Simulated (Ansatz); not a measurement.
**NaBe6Ni, from a guessed structure to a relaxed one**

Starting from a made-up structure for NaBe6Ni, the aim is the relaxed cell, its shortest contacts and, where a second run follows, its electronic structure.

Program: Ansatz 0.2.0. Level of theory: DFT, PBE, plane-wave PAW, files of the set soft_1, scalar-relativistic, ferromagnetic start, cell and ions relaxed at zero pressure; PAW set soft_1, in the first sound run; inputs show where later runs differ. Results are calculated unless marked as measured.

## Step 1: Starting point

It takes space group Amm2 (No. 38, orthorhombic). The conventional cell has a = 3.985 Å, b = 4.963 Å, c = 8.580 Å, α = 90.00°, β = 90.00°, γ = 90.00°. Nearest to Ni lie 8 Be at 2.21 to 2.49 Å and 2 Na at 2.57 Å. Na has 8 Be at 2.33 to 2.50 Å and 2 Ni at 2.57 Å nearest. Be has 10 Be at 2.46 to 2.50 Å and 2 Na at 2.48 Å nearest. Nearest to Be lie 7 Be at 2.27 to 2.50 Å and 1 Na at 2.33 Å and 2 Ni at 2.33 Å. Nearest to Be lie 8 Be at 2.39 to 2.49 Å and 2 Ni at 2.49 Å. Nearest to Be lie 1 Ni at 2.21 Å and 6 Be at 2.39 to 2.46 Å and 2 Na at 2.50 Å. Farther neighbours are not listed.

## Step 2: Relaxation of the guess

The guessed cell has no reason to be at equilibrium. It is relaxed with the atoms, within the space group of the guess.

input.yaml reads:

```yaml
crystal:
  lattice:
    - [3.985, 0.0, 0.0]
    - [0.0, 2.4815, 4.29]
    - [0.0, -2.4815, 4.29]
  atoms:
    - { symbol: Ni, position: [0.0, 0.8564, 0.8564], spin: 1.0 }
    - { symbol: Na, position: [0.5, 0.6672, 0.6672] }
    - { symbol: Be, position: [0.5, 0.1636, 0.1636] }
    - { symbol: Be, position: [0.5, 0.6754, 0.1322] }
    - { symbol: Be, position: [0.5, 0.1322, 0.6754] }
    - { symbol: Be, position: [0.0, 0.3367, 0.3367] }
    - { symbol: Be, position: [0.0, 0.8302, 0.3144] }
    - { symbol: Be, position: [0.0, 0.3144, 0.8302] }
magnetization:
  spin_polarized: true
kpoints:
  mp_grid: { grid: [7, 6, 6] }
scf:
  occupations: { method: fermi_dirac, width: 0.05 }
hamiltonian:
  xc: pbe
  pseudopotentials: { kind: paw, azcp: { folder: soft_1 } }
relax:
  f_tol: 0.015
  max_steps: 70
  cell: {}
output:
  forces: true
  stress: true
```

Launch:

```sh
ansatz run input.yaml --threads 4 --pin off --max-ram 10240MiB --backend cpu --events-out ev --progress --plain --runs-dir out
```

Numbers of over 12 decimals in the logs are rounded to 6 here.

The log of the run:

```text
Engine: ansatz 0.2.0, x86_64-unknown-linux-gnu
Pseudopotentials: kind: paw
Pseudopotential: Ni, paw, valence charge 18, recommended cutoff 420 eV (normal), soft_1/Ni.paw.azcp
Pseudopotential: Na, paw, valence charge 9, recommended cutoff 420 eV (normal), soft_1/Na.paw.azcp
Pseudopotential: Be, paw, valence charge 2, recommended cutoff 420 eV (normal), soft_1/Be.paw.azcp
Functional definition: PBE
  parameter kappa = 0.804
  parameter beta = 0.066725
  exchange = pbe_x(kappa = kappa, mu = beta*pi^2/3)
  correlation = pbe_c(beta = beta)
Crystal: 8 atoms, lattice volume = 84.846 Å³
Basis set: ecut = 420 eV, 1675 PW (Γ), exchange–correlation on 54×72×72 points (8 copies of the dense FFT grid, shifted against one another)
Bands: 28, of which v1, the nominal top of the filled ones, is band 20 counted from 1 (19 counted from 0)
Symmetry: 4 space group operations
Space group: Amm2 (ITA 38), of the structure as read, at distance tolerance 4.4e-5 Å
Magnetic group: BNS 38.187 (UNI 285), of the structure as read, at distance tolerance 4.4e-5 Å
k-points: 52 of 252 (time reversal used)
Non-local potential: Ni, projectors of the file, l = 0: 3, l = 1: 2, l = 2: 3, l = 3: 1
Non-local potential: Na, projectors of the file, l = 0: 3, l = 1: 2, l = 2: 1
Non-local potential: Be, projectors of the file, l = 0: 2, l = 1: 2, l = 2: 1
PAW form: soft (Blöchl's): semilocal exchange-correlation on the pseudo side does not see the compensation charge
PAW one-centre angular grid: Ni, 590 points (default); XC on 64 Gauss nodes
PAW one-centre angular grid: Na, 110 points (default); XC on 64 Gauss nodes
PAW one-centre angular grid: Be, 110 points (default); XC on 64 Gauss nodes
Initial density: superposition of atomic densities (chi_scale 0.1, normalization cell, long waves kept (reshape's long-wave potential 0.00 eV rms))
Starting moments: Σ|m| = 1 μB on 1 of 8 sites
Initial wavefunctions: pseudopotential atomic-orbital guess
Functional: x = pbe(κ = 0.804, μ = 0.219515), c = pbe(β = 0.066725)
SCF iter   1: F=—  HF=-7881.430017 eV  |F-HF|=—  |Δ(HF+E_count)|=         —  Δρ=7.88e-2 (↑7.88e-2 ↓6.79e-2)  dr2=1.43e1  dr2_m=3.26e-2  M=0.824 μB ∫|m|=1.011 μB  β_m=0.30  ethr=3.10e-3  ⟨swp⟩=7.4  Hψ=15105  notcnv=0  defer=13
Mixer restart at iter 1: flushing history
preconditioner: auto → Kerker (q_TF=auto, 2.397 Å⁻¹)  [metal: Δε(μ)=0.006 eV  Ē_g=6.799 eV  σ=0.050 eV  W_gap=0.03  n_scr=20 (ndim 8)  ℏωp=19.3 eV  f_vac=0.000  D(μ)=4.52/eV (n_scr^D=44)]
spin=Collinear: Kerker preconditioning applied to the charge; magnetization (m = ρ↑ − ρ↓) channel mixes plain (no charge-response kernel on spin).
SCF iter   2: F=—  HF=-7877.961600 eV  |F-HF|=—  |Δ(HF+E_count)|=    3.47e0  Δρ=3.20e-2 (↑1.44e-2 ↓3.20e-2)  dr2=6.23e-1  dr2_m=1.25e-1  M=0.626 μB ∫|m|=0.811 μB  β_m=0.28  ethr=3.10e-3  ⟨swp⟩=2.8  Hψ=6775  notcnv=0  defer=215
SCF iter   3: F=—  HF=-7878.292746 eV  |F-HF|=—  |Δ(HF+E_count)|=   3.31e-1  Δρ=1.84e-2 (↑1.27e-2 ↓1.84e-2)  dr2=1.82e-1  dr2_m=1.29e-1  M=0.585 μB ∫|m|=0.767 μB  β_m=0.64  ethr=1.60e-3  ⟨swp⟩=2.0  Hψ=6173  notcnv=0  defer=220
SCF iter   4: F=—  HF=-7879.348797 eV  |F-HF|=—  |Δ(HF+E_count)|=         —  Δρ=4.97e-2 (↑4.08e-3 ↓4.97e-2)  dr2=1.51e0  dr2_m=5.34e-1  M=0.098 μB ∫|m|=0.200 μB  β_m=0.64  ethr=4.68e-4  ⟨swp⟩=2.0  Hψ=5605  notcnv=0  defer=220
Mixer restart at iter 4: flushing history
SCF iter   5: F=—  HF=-7879.856682 eV  |F-HF|=—  |Δ(HF+E_count)|=   5.08e-1  Δρ=3.93e-2 (↑3.93e-2 ↓1.66e-2)  dr2=1.30e0  dr2_m=1.08e-1  M=0.069 μB ∫|m|=0.140 μB  β_m=0.55  ethr=4.68e-4  ⟨swp⟩=3.4  Hψ=6899  notcnv=0  defer=220
SCF iter   6: F=—  HF=-7879.507494 eV  |F-HF|=—  |Δ(HF+E_count)|=   3.49e-1  Δρ=2.61e-2 (↑6.11e-3 ↓2.61e-2)  dr2=6.87e-1  dr2_m=7.90e-2  M=0.045 μB ∫|m|=0.101 μB  β_m=0.54  ethr=4.68e-4  ⟨swp⟩=2.9  Hψ=6780  notcnv=0  defer=225
SCF iter   7: F=—  HF=-7879.464057 eV  |F-HF|=—  |Δ(HF+E_count)|=   4.34e-2  Δρ=9.26e-3 (↑6.72e-4 ↓9.26e-3)  dr2=7.05e-2  dr2_m=1.59e-2  M=0.025 μB ∫|m|=0.056 μB  β_m=0.42  ethr=4.68e-4  ⟨swp⟩=2.0  Hψ=4918  notcnv=0  defer=224
SCF iter   8: F=—  HF=-7879.457350 eV  |F-HF|=—  |Δ(HF+E_count)|=   6.71e-3  Δρ=1.55e-3 (↑1.55e-3 ↓1.34e-3)  dr2=3.24e-4  dr2_m=1.59e-3  M=0.011 μB ∫|m|=0.024 μB  β_m=0.71  ethr=1.81e-4  ⟨swp⟩=2.0  Hψ=4275  notcnv=0  defer=224
SCF iter   9: F=—  HF=-7879.457371 eV  |F-HF|=—  |Δ(HF+E_count)|=   2.12e-5  Δρ=8.21e-4 (↑8.21e-4 ↓1.51e-4)  dr2=4.73e-4  dr2_m=9.76e-5  M=0.004 μB ∫|m|=0.009 μB  β_m=0.86  ethr=8.32e-7  ⟨swp⟩=2.0  Hψ=4632  notcnv=0  defer=224
SCF iter  10: F=—  HF=-7879.457309 eV  |F-HF|=—  |Δ(HF+E_count)|=   6.23e-5  Δρ=1.28e-4 (↑4.31e-5 ↓1.28e-4)  dr2=1.22e-5  dr2_m=4.93e-6  M=0.002 μB ∫|m|=0.003 μB  β_m=0.93  ethr=8.32e-7  ⟨swp⟩=2.0  Hψ=3694  notcnv=0  defer=224
SCF iter  11: F=—  HF=-7879.457351 eV  |F-HF|=—  |Δ(HF+E_count)|=   4.20e-5  Δρ=4.38e-5 (↑4.38e-5 ↓1.93e-5)  dr2=2.60e-6  dr2_m=1.66e-7  M=0.001 μB ∫|m|=0.001 μB  β_m=0.96  ethr=3.14e-8  ⟨swp⟩=2.0  Hψ=4107  notcnv=0  defer=224
SCF iter  12: F=—  HF=-7879.457351 eV  |F-HF|=—  |Δ(HF+E_count)|=   6.40e-8  Δρ=2.37e-5 (↑2.37e-5 ↓1.85e-5)  dr2=1.17e-6  dr2_m=8.72e-9  M=0.000 μB ∫|m|=0.000 μB  β_m=0.93  ethr=6.66e-9  ⟨swp⟩=1.7  Hψ=3826  notcnv=0  defer=224
SCF iter  13: F=—  HF=-7879.457351 eV  |F-HF|=—  |Δ(HF+E_count)|=   7.30e-8  Δρ=3.87e-6 (↑3.49e-6 ↓3.87e-6)  dr2=3.64e-8  dr2_m=1.65e-10  M=0.000 μB ∫|m|=0.000 μB  β_m=0.91  ethr=2.99e-9  ⟨swp⟩=2.1  Hψ=3393  notcnv=0  defer=224
SCF iter  14: F=-7879.457351 eV  HF=-7879.457351 eV  |F-HF|=3.65e-8  |Δ(HF+E_count)|=   1.54e-9  Δρ=3.76e-6 (↑3.76e-6 ↓3.58e-6)  dr2=4.02e-8  dr2_m=1.17e-11  M=0.000 μB ∫|m|=0.000 μB  ethr=9.32e-11  ⟨swp⟩=2.1  Hψ=8540  notcnv=0
WARN: the starting moments were not kept: the SCF closed with an absolute magnetisation of 8.2e-6 μB, where they sum to 1 μB in size (1 site). That is at most 0.1 of that sum. Measured as dr2_m measures the in/out step, that magnetisation stands 1.1e-11 eV from none, at or under the dr2_threshold of 1.0e-7 eV: it is no larger than a step whose dr2_m would equal this threshold. The system may hold no moment; this SCF  [...]
SCF 1 converged in 14 iterations: F = -7879.457351 eV  dr2 = 4.02e-8
  greatest PAW one-centre occupation: 1.000 electrons in one spin orbital (limit 2), on the Ni atom at site 0 (counted from 0), in its partial waves of l = 1
relax step   1: F+E_penalty+E_count = -7879.45735096 eV  Δ(F+E_penalty+E_count) = +0.000e0 eV  max|allowed force component| = 1.206e0 eV/Å  Δτ_max = 0.0000 Å  P = -3.129 GPa  Ω = 84.846 Å³  (14 SCF iters, dr2 threshold 1.00e-7 eV, accepted)
Crystal: 8 atoms, lattice volume = 81.251 Å³
[...]
relax step  11: F+E_penalty+E_count = -7880.17105860 eV  Δ(F+E_penalty+E_count) = -3.843e-4 eV  max|allowed force component| = 1.491e-1 eV/Å  Δτ_max = 0.0953 Å  P = +0.130 GPa  Ω = 79.730 Å³  energy of the carried Pulay correction = +1.014e-3 eV  (11 SCF iters, dr2 threshold 4.94e-7 eV, accepted)
relax step  12: F+E_penalty+E_count = -7880.17563994 eV  Δ(F+E_penalty+E_count) = -4.581e-3 eV  max|allowed force component| = 6.375e-2 eV/Å  Δτ_max = 0.0718 Å  P = -0.095 GPa  Ω = 79.863 Å³  energy of the carried Pulay correction = +9.868e-4 eV  (10 SCF iters, dr2 threshold 8.00e-7 eV, accepted)
relax step  13: F+E_penalty+E_count = -7880.17680147 eV  Δ(F+E_penalty+E_count) = -1.162e-3 eV  max|allowed force component| = 2.882e-2 eV/Å  Δτ_max = 0.0205 Å  P = +0.116 GPa  Ω = 79.664 Å³  energy of the carried Pulay correction = +1.027e-3 eV  (9 SCF iters, dr2 threshold 3.68e-7 eV, accepted)
relax step  14: F+E_penalty+E_count = -7880.17692792 eV  Δ(F+E_penalty+E_count) = -1.265e-4 eV  max|allowed force component| = 5.967e-3 eV/Å  Δτ_max = 0.0033 Å  P = -0.003 GPa  Ω = 79.749 Å³  energy of the carried Pulay correction = +1.010e-3 eV  (9 SCF iters, dr2 threshold 2.40e-7 eV, accepted)
relax step  15: F+E_penalty+E_count = -7880.17694056 eV  Δ(F+E_penalty+E_count) = -1.264e-5 eV  max|allowed force component| = 8.322e-4 eV/Å  Δτ_max = 0.0010 Å  P = +0.001 GPa  Ω = 79.753 Å³  energy of the carried Pulay correction = +1.009e-3 eV  (8 SCF iters, dr2 threshold 1.00e-8 eV, accepted)
relax step  16: F+E_penalty+E_count = -7880.17817866 eV  Δ(F+E_penalty+E_count) = -1.238e-3 eV  max|allowed force component| = 1.125e-3 eV/Å  Δτ_max = 0.0000 Å  P = +0.051 GPa  Ω = 79.753 Å³  stress off target by 1.63e-1 GPa  SCF on the basis re-selected at this cell (its energy is not comparable with the rows above)  (12 SCF iters)
relax step  17: F+E_penalty+E_count = -7880.17824548 eV  Δ(F+E_penalty+E_count) = -6.681e-5 eV  max|allowed force component| = 3.749e-3 eV/Å  Δτ_max = 0.0021 Å  P = +0.009 GPa  Ω = 79.796 Å³  energy of the carried Pulay correction = -8.582e-6 eV  (8 SCF iters, dr2 threshold 6.64e-8 eV, accepted)
iter 1 solved again at ethr=9.20e-8 eV; its pass at ethr=3.10e-3 eV (dr2=3.59e-5 eV) is discarded
SCF iter   1: F=—  HF=-7880.178239 eV  |F-HF|=—  |Δ(HF+E_count)|=         —  Δρ=5.39e-5 (↑5.39e-5 ↓5.39e-5)  dr2=1.98e-7  dr2_m=3.62e-13  M=-0.000 μB ∫|m|=0.000 μB  β_m=0.65  ethr=9.20e-8  ⟨swp⟩=3.0  Hψ=23384  notcnv=0
preconditioner: auto → none  [metal: Δε(μ)=0.017 eV  Ē_g=7.301 eV  σ=0.050 eV  W_gap=0.08  n_scr=8 (ndim 8)  ℏωp=19.9 eV  f_vac=0.000  D(μ)=1.95/eV (n_scr^D=8)]
SCF iter   2: F=—  HF=-7880.178255 eV  |F-HF|=—  |Δ(HF+E_count)|=   1.63e-5  Δρ=1.90e-5 (↑1.90e-5 ↓1.90e-5)  dr2=3.82e-8  dr2_m=8.87e-14  M=-0.000 μB ∫|m|=0.000 μB  β_m=0.60  ethr=5.07e-10  ⟨swp⟩=2.4  Hψ=4503  notcnv=0
SCF iter   3: F=—  HF=-7880.178258 eV  |F-HF|=—  |Δ(HF+E_count)|=   2.67e-6  Δρ=7.90e-6 (↑7.90e-6 ↓7.90e-6)  dr2=8.42e-8  dr2_m=1.22e-14  M=-0.000 μB ∫|m|=0.000 μB  β_m=0.43  ethr=9.78e-11  ⟨swp⟩=2.0  Hψ=4944  notcnv=0  recentre
SCF iter   4: F=—  HF=-7880.178258 eV  |F-HF|=—  |Δ(HF+E_count)|=   1.66e-7  Δρ=1.93e-7 (↑1.92e-7 ↓1.93e-7)  dr2=4.84e-11  dr2_m=4.60e-15  M=-0.000 μB ∫|m|=0.000 μB  β_m=0.47  ethr=9.78e-11  ⟨swp⟩=2.0  Hψ=4922  notcnv=0
SCF iter   5: F=-7880.178258 eV  HF=-7880.178258 eV  |F-HF|=2.55e-11  |Δ(HF+E_count)|=   9.82e-9  Δρ=1.41e-7 (↑1.41e-7 ↓1.40e-7)  dr2=6.59e-11  dr2_m=1.36e-15  M=-0.000 μB ∫|m|=0.000 μB  ethr=1.00e-12  ⟨swp⟩=2.6  Hψ=10032  notcnv=0
the starting moments were not kept: the SCF closed with an absolute magnetisation of 6.9e-8 μB, where they sum to 1 μB in size (1 site). That is at most 0.1 of that sum. Measured as dr2_m measures the in/out step, that magnetisation stands 1.4e-15 eV from none, at or under the dr2_threshold of 8.0e-11 eV: it is no larger than a step whose dr2_m would equal this threshold.
SCF 18 converged in 5 iterations: F = -7880.178258 eV  dr2 = 6.59e-11
relax step  18: F+E_penalty+E_count = -7880.17825816 eV  Δ(F+E_penalty+E_count) = -1.268e-5 eV  max|allowed force component| = 3.747e-3 eV/Å  Δτ_max = 0.0000 Å  P = +0.008 GPa  Ω = 79.796 Å³  stress off target by 3.51e-2 GPa  SCF on the basis re-selected at this cell (its energy is not comparable with the rows above)  (5 SCF iters)
basis re-selected at this cell: Δ(F+E_penalty+E_count) = -1.268e-5 eV, ΔP = -0.000 GPa vs the last step (what re-selecting the basis moved, of the pressure what is left beyond the Pulay correction that the steps carried, after the strain that the cell walked since its last selection, with what the two solves' SCF thresholds leave and, on support functions, any second-order correction that the steps lacked; it is no m [...]
SCF converged after 5 iterations
Magnetization: -0.0000 μB (19.5000 up, 19.5000 down)
Absolute magnetization: 0.0000 μB (∫|ρ↑−ρ↓|, with the PAW one-centre terms)
Spin contamination: 0.0000 ħ² per cell (⟨S²⟩ above its minimum at these occupations)
Per-site moments (μB) at R_I (Å): [(-1.8540045661903127e-8, 0.923432), (-2.3532536672191908e-9, 0.982270), (3.0434340963042556e-9, 0.929240), (-3.3205700295958037e-9, 0.923432), (-3.320570613139925e-9, 0.923432), (-3.2993581950247852e-9, 0.858867), (9.798016581521592e-10, 0.858867), (9.798019330758082e-10, 0.858867)]
Free energy (F): -7880.178258 eV
Harris-Foulkes:  -7880.178258 eV  (|F-HF|=2.55e-11)
Internal energy: -7880.161983 eV  (E = F + TS)
E sigma→0 (E₀):  -7880.170121 eV
Entropy (-TS):   -0.016275 eV (-2.034 meV/atom)
Fermi energy:    8.149128 eV
--- Per-component energies (eV) ---
  E_band       = -592.532992
  E_kinetic    = 573.921522
  E_local      = -6026.735701  (includes V_loc(G=0)·N_el)
  E_nonlocal   = 183.549892
  E_hartree    = 2847.444633
  E_xc         = -269.723430
  E_vxc        = -314.091684  (∫ρ·V_xc dr)
  E_paw        = -2302.028438  (= ΣΔE_a)
  E_vpaw       = -704.066778  (= ΣTr[D̂ρ^β])
  E_aug_tail   = 0.000902  (compensation charges beyond the density's cutoff)
  E_ewald      = -2886.591363
  E_smearing   = -0.016275  (= −TS)
  E_closure    = -0.000000  (closes the sum)
  Σ components = -7880.178258   (vs F -7880.178258, Δ=0.00e0)
--- Forces (eV/Å), atoms counted from 1 ---
  atom   1  Ni     0.00000000    -0.00000000    -0.00280627
  atom   2  Na     0.00000000    -0.00000000     0.00099220
  atom   3  Be     0.00000000     0.00000000     0.00061680
  atom   4  Be     0.00000000    -0.00078636     0.00152903
  atom   5  Be     0.00000000     0.00078636     0.00152903
  atom   6  Be     0.00000000     0.00000000    -0.00374707
  atom   7  Be     0.00000000     0.00076824     0.00094284
  atom   8  Be     0.00000000    -0.00076824     0.00094284
  max |Σ_I F_I| component: 5.90e-7 eV/Å
--- Stress (GPa, compression-positive) ---
       -0.008103       0.000000      -0.000000
        0.000000       0.035145      -0.000000
       -0.000000      -0.000000      -0.001908
  P = ⅓ Tr σ = 0.0084 GPa (0.084 kbar)
--- Relaxed structure (16 steps of the walk, 16 accepted, 2 SCFs on fresh bases) ---
  F+E_penalty+E_count = -7880.17825816 eV   max|allowed force component| = 3.747e-3 eV/Å   (the final SCF, on the basis selected at the relaxed cell)
  cell:  # Å, volume = 79.7957 Å³
    - [3.769426, 0.0, 0.0]
    - [0.0, 2.727340, 3.880926]
    - [0.0, -2.727340, 3.880926]
  atoms:
    - { symbol: Ni, position: [0, 0.900664, 0.900664] }
    - { symbol: Na, position: [0.5, 0.579818, 0.579818] }
    - { symbol: Be, position: [0.5, 0.134053, 0.134053] }
    - { symbol: Be, position: [0.5, 0.640179, 0.058158] }
    - { symbol: Be, position: [0.5, 0.058158, 0.640179] }
    - { symbol: Be, position: [0, 0.365460, 0.365460] }
    - { symbol: Be, position: [0, 0.923659, 0.374108] }
    - { symbol: Be, position: [0, 0.374108, 0.923659] }
```

Wall time 2.1 min (4 threads of Intel Xeon at 2.80GHz (Skylake/Cascade Lake), shared host); peak memory 0.59 GiB; 7.8 min of CPU time.

The steps of the relaxation:

```
step  energy less that of the first step (eV)  largest force component (eV/Å)  pressure (GPa)  volume (Å³)
   1                                   0.0000                          1.2058           -3.13        84.85
   2                                  -0.2730                          0.3155           -0.02        81.25
   3                                  -0.3245                          0.1042            0.87        80.73
   4                                  -0.3359                          0.1209            0.09        81.44
   5                                  -0.3537                          0.1212           -0.45        81.96
   6                                  -0.4395                          0.2128           -0.94        82.25
   7                                  -0.5241                          0.4223           -0.60        81.67
   8                                  -0.6268                          0.4672            0.11        79.66
   9                                  -0.7013                          0.1356           -0.17        79.69
  10                                  -0.7133                          0.0694            0.14        79.55
  11                                  -0.7137                          0.1491            0.13        79.73
  12                                  -0.7183                          0.0638           -0.09        79.86
  13                                  -0.7194                          0.0288            0.12        79.66
  14                                  -0.7196                          0.0060            0.00        79.75
  15                                  -0.7196                          0.0008            0.00        79.75
 16*                                  -0.7208                          0.0011            0.05        79.75
  17                                  -0.7209                          0.0037            0.01        79.80
 18*                                  -0.7209                          0.0037            0.01        79.80
```

Relaxation steps marked * repeat the geometry before them on a plane-wave basis chosen anew for their cell, so energy and pressure can jump there.

The run keeps the 4 symmetry operations that it works with, so distortions that break them were not tested.

```
conventional cell, symmetrised  before  after  change
                         a (Å)   3.985  3.769  -5.4 %
                         b (Å)   4.963  5.455  +9.9 %
                         c (Å)   8.580  7.762  -9.5 %
              volume (Å³/atom)   10.61   9.97  -6.0 %
```

The atoms that moved most (Å, as changes of fractional coordinates times the final cell):

```
atom     dx      dy      dz  length
 Na2  0.000   0.000  -0.678   0.678
 Be7  0.000   0.092   0.594   0.602
 Be8  0.000  -0.092   0.594   0.602
 Be4  0.000   0.106  -0.424   0.437
 Be5  0.000  -0.106  -0.424   0.437
 Ni1  0.000   0.000   0.344   0.344
 Be3  0.000   0.000  -0.229   0.229
 Be6  0.000   0.000   0.223   0.223
```

Numbers from this step:

- free energy: -7880.1783 eV
- energy at zero smearing: -7880.1701 eV
- smearing term TS: 0.01628 eV
- Fermi energy: 8.149 eV
- electrons: 39
- symmetry operations: 4
- pressure: 0.008378 GPa

Shortest distances by pair of elements, guess and relaxed (not always the same contact):

```
 pair  guess (Å)  relaxed (Å)
Be–Be      2.267        2.082
Be–Ni      2.208        2.239
Be–Na      2.325        2.381
Na–Ni      2.570        3.123
Ni–Ni      3.985        3.769
```

The relaxation ends with a largest force component of 0.0037 eV/Å and a pressure of 0.01 GPa. The starting moments have collapsed: the run ends non-magnetic.

(Continued in part 2 of 2.)

[Logs are printed without paths, hosts, clocks, repeated set-up lines and the standing remarks that a program may print on its own settings, such as how far it seeks lower states.]

[Hosts, paths, dates, database ids (printed as entryN), source tags and the programs' standing remarks are cut or masked in the printed files.]
